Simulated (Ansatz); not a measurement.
# A hypothetical structure for FeBiS4, part 2 of 2

Starting from a made-up structure for FeBiS4, the aim is the relaxed cell, its shortest contacts and, where a second run follows, its electronic structure.

Ansatz 0.2.0; DFT, PBE, plane-wave PAW, files of the set soft_1, scalar-relativistic, ferromagnetic start, cell and ions relaxed at zero pressure; PAW set soft_1 (the session's first sound run).

So far: Starting point; Relaxation of the guess. The relaxed cell has a, b, c = 8.268, 8.415, 3.805 Å (conventional setting).

## 3. Electronic structure of the relaxed cell

With the geometry fixed, one more self-consistent run, with a narrower smearing and the mesh shown in its input, gives the bands, and its pressure, and its forces where symmetry allows any, show how far the geometry depends on these settings.

This step: DFT, PBE, plane-wave PAW, files of the set soft_1, scalar-relativistic, ferromagnetic start, bands and density of states at the relaxed cell; PAW set soft_1 (Ansatz 0.2.0).

input.yaml

```yaml
crystal:
  lattice:
    - [4.1339313662, -4.2073055709, 0.0]
    - [4.1339313662, 4.2073055709, 0.0]
    - [0.0, 0.0, 3.8053350915]
  atoms:
    - { symbol: Bi, position: [0.5, 0.5, 0.5] }
    - { symbol: Fe, position: [0.0, 0.0, 0.0], spin: 1.8 }
    - { symbol: S, position: [0.1588875748, 0.1588875748, 0.5] }
    - { symbol: S, position: [0.8411124252, 0.8411124252, 0.5] }
    - { symbol: S, position: [0.2701201487, 0.7298798513, 0.0] }
    - { symbol: S, position: [0.7298798513, 0.2701201487, 0.0] }
magnetization:
  spin_polarized: true
kpoints:
  mp_grid: { grid: [6, 6, 8] }
  band_path:
    path:
      - [[0.0, 0.0, 0.0], [0.49135618, 0.49135618, 0.0], [0.0, 0.5, 0.0], [0.0, 0.5, 0.5], [0.49135618, 0.49135618, 0.5], [0.0, 0.0, 0.5], [0.0, 0.0, 0.0], [-0.5, 0.5, 0.0], [-0.49135618, 0.50864382, 0.0], [-0.49135618, 0.50864382, 0.5], [-0.5, 0.5, 0.5], [-0.5, 0.5, 0.0]]
      - [[0.0, 0.0, 0.5], [-0.5, 0.5, 0.5]]
    npoints: 6
scf:
  occupations: { method: fermi_dirac, width: 0.03 }
  n_extra_bands: 11
hamiltonian:
  xc: pbe
  pseudopotentials: { kind: paw, azcp: { folder: soft_1 } }
output:
  forces: true
  stress: true
  write_bands: true
  dos: { projected: true }
  write_density: true
  write_potential: true
  elf: true
  volumetric_format: npy
```

On the command line:

```
ansatz run input.yaml --threads 4 --pin off --max-ram 10240MiB --backend cpu --events-out ev --progress --plain --runs-dir out
```

Numbers of over 12 decimals in the logs are rounded to 6 here.

Log:

```text
[...]
Crystal: 6 atoms, lattice volume = 132.370 Å³
Basis set: ecut = 420 eV, 2591 PW (Γ), exchange–correlation on 80×80×54 points (8 copies of the dense FFT grid, shifted against one another)
Bands: 39, of which v1, the nominal top of the filled ones, is band 28 counted from 1 (27 counted from 0)
Symmetry: 8 space group operations
[...]
k-points: 65 of 288
[...]
Starting moments: Σ|m| = 1.8 μB on 1 of 6 sites
[...]
SCF iter   1: F=—  HF=-20488.667149 eV  |F-HF|=—  |Δ(HF+E_count)|=         —  Δρ=3.10e-2 (↑3.10e-2 ↓2.96e-2)  dr2=1.40e1  dr2_m=1.40e-1  M=1.936 μB ∫|m|=2.134 μB  β_m=0.30  ethr=3.10e-3  ⟨swp⟩=8.4  Hψ=25878  notcnv=0  defer=4
[...]
SCF iter  16: F=-20487.908069 eV  HF=-20487.908069 eV  |F-HF|=1.25e-8  |Δ(HF+E_count)|=   6.69e-9  Δρ=1.98e-6 (↑8.00e-7 ↓1.98e-6)  dr2=1.37e-8  dr2_m=4.98e-10  M=2.517 μB ∫|m|=2.677 μB  ethr=1.57e-10  ⟨swp⟩=16.3  Hψ=37514  notcnv=0
SCF 1 converged in 16 iterations: F = -20487.908069 eV  dr2 = 1.37e-8
[...]
NSCF: frozen V_eff on 74 k-points
SCF converged after 16 iterations
Magnetization: 2.5169 μB (28.7585 up, 26.2415 down)
Absolute magnetization: 2.6743 μB (∫|ρ↑−ρ↓|, with the PAW one-centre terms)
[...]
Per-site moments (μB) at R_I (Å): [(0.00576997, 1.119225), (1.791340, 0.937594), (0.087424, 0.953745), (0.087424, 0.953745), (0.102318, 0.937594), (0.102318, 0.937594)]
Free energy (F): -20487.908069 eV
[...]
Internal energy: -20487.891568 eV  (E = F + TS)
E sigma→0 (E₀):  -20487.899818 eV
Entropy (-TS):   -0.016500 eV (-2.750 meV/atom)
Fermi energy:    7.070171 eV
[...]
--- Forces (eV/Å), atoms counted from 1 ---
  atom   1  Bi     0.00000000     0.00000000     0.00000000
  atom   2  Fe     0.00000000     0.00000000     0.00000000
  atom   3  S      0.03937981     0.00000000     0.00000000
  atom   4  S     -0.03937981     0.00000000     0.00000000
  atom   5  S      0.00000000    -0.02319797     0.00000000
  atom   6  S      0.00000000     0.02319797     0.00000000
  max |Σ_I F_I| component: 3.47e-18 eV/Å
--- Stress (GPa, compression-positive) ---
       -0.052351       0.000000       0.000000
        0.000000      -0.006157       0.000000
        0.000000       0.000000       0.087887
  P = ⅓ Tr σ = 0.0098 GPa (0.098 kbar)
--- Band table (eV; the first three rows and the last of 130) ---
  k-point 0 ↑: bands = [... 24 lower, 6.0218, 6.2922, 6.4526, 7.0166, 7.3590, 8.0465, 8.8630, 9.8893, ... 7 higher]
  k-point 1 ↑: bands = [... 24 lower, 5.7739, 6.2838, 6.6931, 6.9523, 7.1871, 8.1024, 8.2372, 10.4152, ... 7 higher]
  k-point 2 ↑: bands = [... 24 lower, 5.5539, 6.1006, 6.5688, 6.6749, 6.7457, 7.4725, 7.6316, 11.2958, ... 7 higher]
  k-point 64 ↓: bands = [... 24 lower, 6.4668, 6.5325, 6.6462, 7.7003, 7.7618, 7.7871, 8.0338, 10.8423, ... 7 higher]
```

Elapsed: 20 s, on 4 threads of Arm Neoverse V2, shared host; peak memory 0.8 GiB; 77 s of CPU time.

This step gave:

```
free energy             : -20487.9081 eV
energy at zero smearing : -20487.8998 eV
smearing term TS        : 0.01650 eV
Fermi energy            : 7.070 eV
magnetization           : 2.517 μB
absolute magnetization  : 2.674 μB
site moments            : 0.005770, 1.791, 0.08742, 0.08742, 0.1023, 0.1023 μB
pressure                : 0.009793 GPa
```

From bands.tsv, the bands that come nearest the Fermi level along the path, at its corners, in eV from the Fermi level:

| point | band_27_up | band_28_up | band_29_up | band_30_up | band_24_dn | band_25_dn | band_26_dn | band_27_dn |
| --- | --- | --- | --- | --- | --- | --- | --- | --- |
| Γ | -0.05 | 0.29 | 0.98 | 1.79 | 0.03 | 0.10 | 0.40 | 0.41 |
| X | -0.62 | -0.42 | 1.30 | 1.71 | -1.21 | -0.22 | -0.21 | 0.40 |
| S | -0.21 | 0.54 | 0.64 | 1.71 | -0.34 | -0.19 | -0.03 | 0.63 |
| R | -0.74 | 0.19 | 1.58 | 1.84 | -0.62 | -0.56 | 0.45 | 0.51 |
| A | -0.51 | -0.42 | -0.08 | -0.04 | -0.60 | -0.54 | -0.42 | 0.63 |
| Z | -0.83 | -0.65 | -0.65 | -0.19 | -0.81 | -0.70 | -0.69 | 0.20 |
| Γ | -0.05 | 0.29 | 0.98 | 1.79 | 0.03 | 0.10 | 0.40 | 0.41 |
| Y | -0.62 | -0.42 | 1.30 | 1.71 | -1.21 | -0.22 | -0.21 | 0.40 |
| X1 | -0.62 | -0.42 | 1.30 | 1.71 | -1.21 | -0.22 | -0.21 | 0.40 |
| A1 | -0.51 | -0.42 | -0.08 | -0.04 | -0.60 | -0.54 | -0.42 | 0.63 |
| T | -0.51 | -0.41 | -0.09 | -0.04 | -0.60 | -0.54 | -0.42 | 0.63 |
| Y | -0.62 | -0.42 | 1.30 | 1.71 | -1.21 | -0.22 | -0.21 | 0.40 |
| Z | -0.83 | -0.65 | -0.65 | -0.19 | -0.81 | -0.70 | -0.69 | 0.20 |
| T | -0.51 | -0.41 | -0.09 | -0.04 | -0.60 | -0.54 | -0.42 | 0.63 |

Site moment by atom:

| atom | site moment (μB) |
| --- | --- |
| Bi1 | 0.01 |
| Fe2 | 1.79 |
| S3 | 0.09 |
| S4 | 0.09 |
| S5 | 0.10 |
| S6 | 0.10 |

Spin density in the ac plane of the conventional cell at fractional y = 0.000, with atoms of Bi and Fe and S within 0.2 Å of it.

Values in e/Å³, 6 rows by 16 columns, each cell a mean:
```
1.2 0.1 0.0 0.0 0.0 0.0 0.0 0.0 0.0 0.0 0.0 0.0 0.0 0.0 0.0 0.7
0.0 0.0 0.0 0.0 0.0 0.0 0.0 0.0 0.0 0.0 0.0 0.0 0.0 0.0 0.0 0.0
0.0 0.0 0.0 0.0 0.0 0.0 0.0 0.0 0.0 0.0 0.0 0.0 0.0 0.0 0.0 0.0
0.0 0.0 0.0 0.0 0.0 0.0 0.0 0.0 0.0 0.0 0.0 0.0 0.0 0.0 0.0 0.0
0.0 0.0 0.0 0.0 0.0 0.0 0.0 0.0 0.0 0.0 0.0 0.0 0.0 0.0 0.0 0.0
1.9 0.2 0.0 0.0 0.0 0.0 0.0 0.0 0.0 0.0 0.0 0.0 0.0 0.0 0.1 1.2
```
Columns run along a (8.3 Å), rows up along c (3.8 Å), edges of the conventional cell, whose origin can differ from the input's. Atoms in or near the plane, at fractional coordinates: Bi at (0.50, 0.50), Fe at (0.00, 0.00), S at (0.16, 0.50), S at (0.84, 0.50).

Valence density in the ac plane of the conventional cell at fractional y = 0.000, with atoms of Bi and Fe and S within 0.2 Å of it. It is the smooth field of the valence electrons, not physical close to the nuclei.

Values in e/Å³, 6 rows by 16 columns, each cell a mean:
```
11  2  0  0  0  0  0  0  0  0  0  0  0  0  1  8
 1  1  1  1  0  0  0  1  1  1  0  0  0  1  1  1
 0  1  1  1  1  0  1  5  6  2  0  0  1  1  1  1
 0  1  1  1  1  0  1  4  5  2  0  0  1  1  1  1
 1  1  1  0  0  0  0  1  1  0  0  0  0  1  1  1
17  2  0  0  0  0  0  0  0  0  0  0  0  0  1 12
```
Columns run along a (8.3 Å), rows up along c (3.8 Å), edges of the conventional cell, whose origin can differ from the input's. Atoms in or near the plane, at fractional coordinates: Bi at (0.50, 0.50), Fe at (0.00, 0.00), S at (0.16, 0.50), S at (0.84, 0.50).

ELF of down spins in the ac plane of the conventional cell at fractional y = 0.000, with atoms of Bi and Fe and S within 0.2 Å of it. It is the smooth field of the valence electrons, not physical close to the nuclei.

Ten even steps from '0' (0.02) to '9' (0.85), each cell a mean:
```
85222100001110000022247
42366420122332101356423
24899852234444323799963
37976984343224436976885
47501895442213448940275
47623895442113447952485
37998973344334335898984
23698741134443212589842
63244310011221000244325
96321000000000000012258
```
Columns run along a (8.3 Å), rows up along c (3.8 Å), edges of the conventional cell, whose origin can differ from the input's. Atoms in or near the plane, at fractional coordinates: Bi at (0.50, 0.50), Fe at (0.00, 0.00), S at (0.16, 0.50), S at (0.84, 0.50).

## 4. Outcome

| Item | Value |
| --- | --- |
| space group, relaxed | Cmmm |
| conventional cell | a = 8.268, b = 8.415, c = 3.805 Å; α = 90.0°, β = 90.0°, γ = 90.0° |
| volume per atom | 22.06 Å³ (guess 24.23) |
| total moment | 2.43 μB in the cell of 6 atoms |

What this shows: FeBiS4 relaxes to Cmmm with a = 8.268, b = 8.415 and c = 3.805 Å. The guessed volume was 10 % too large. The space group Cmmm was held in the relaxation, so the end point is a stationary structure within it and may be a saddle against distortions or other arrangements. The input starts from parallel moments, and no other start was typed. Bands cross the Fermi level, so it is a metal or semimetal at this level. On the 6×6×8 mesh with the narrower smearing (relaxed on 5×5×7) the largest force component is 0.039 eV/Å and the largest stress component is 0.088 GPa, against the relaxation's thresholds of 0.015 eV/Å and 0.05 GPa. The cutoff wasn't tested. Spin-orbit coupling is left out, which can matter for elements this heavy. No dispersion term is used, so weakly bound directions may come out too long. Nothing here tests whether the compound is stable against decomposition.

[Logs are printed without paths, hosts, clocks, repeated set-up lines and the standing remarks that a program may print on its own settings, such as how far it seeks lower states.]

[Hosts, paths, dates, database ids (printed as entryN), source tags and the programs' standing remarks are cut or masked in the printed files.]
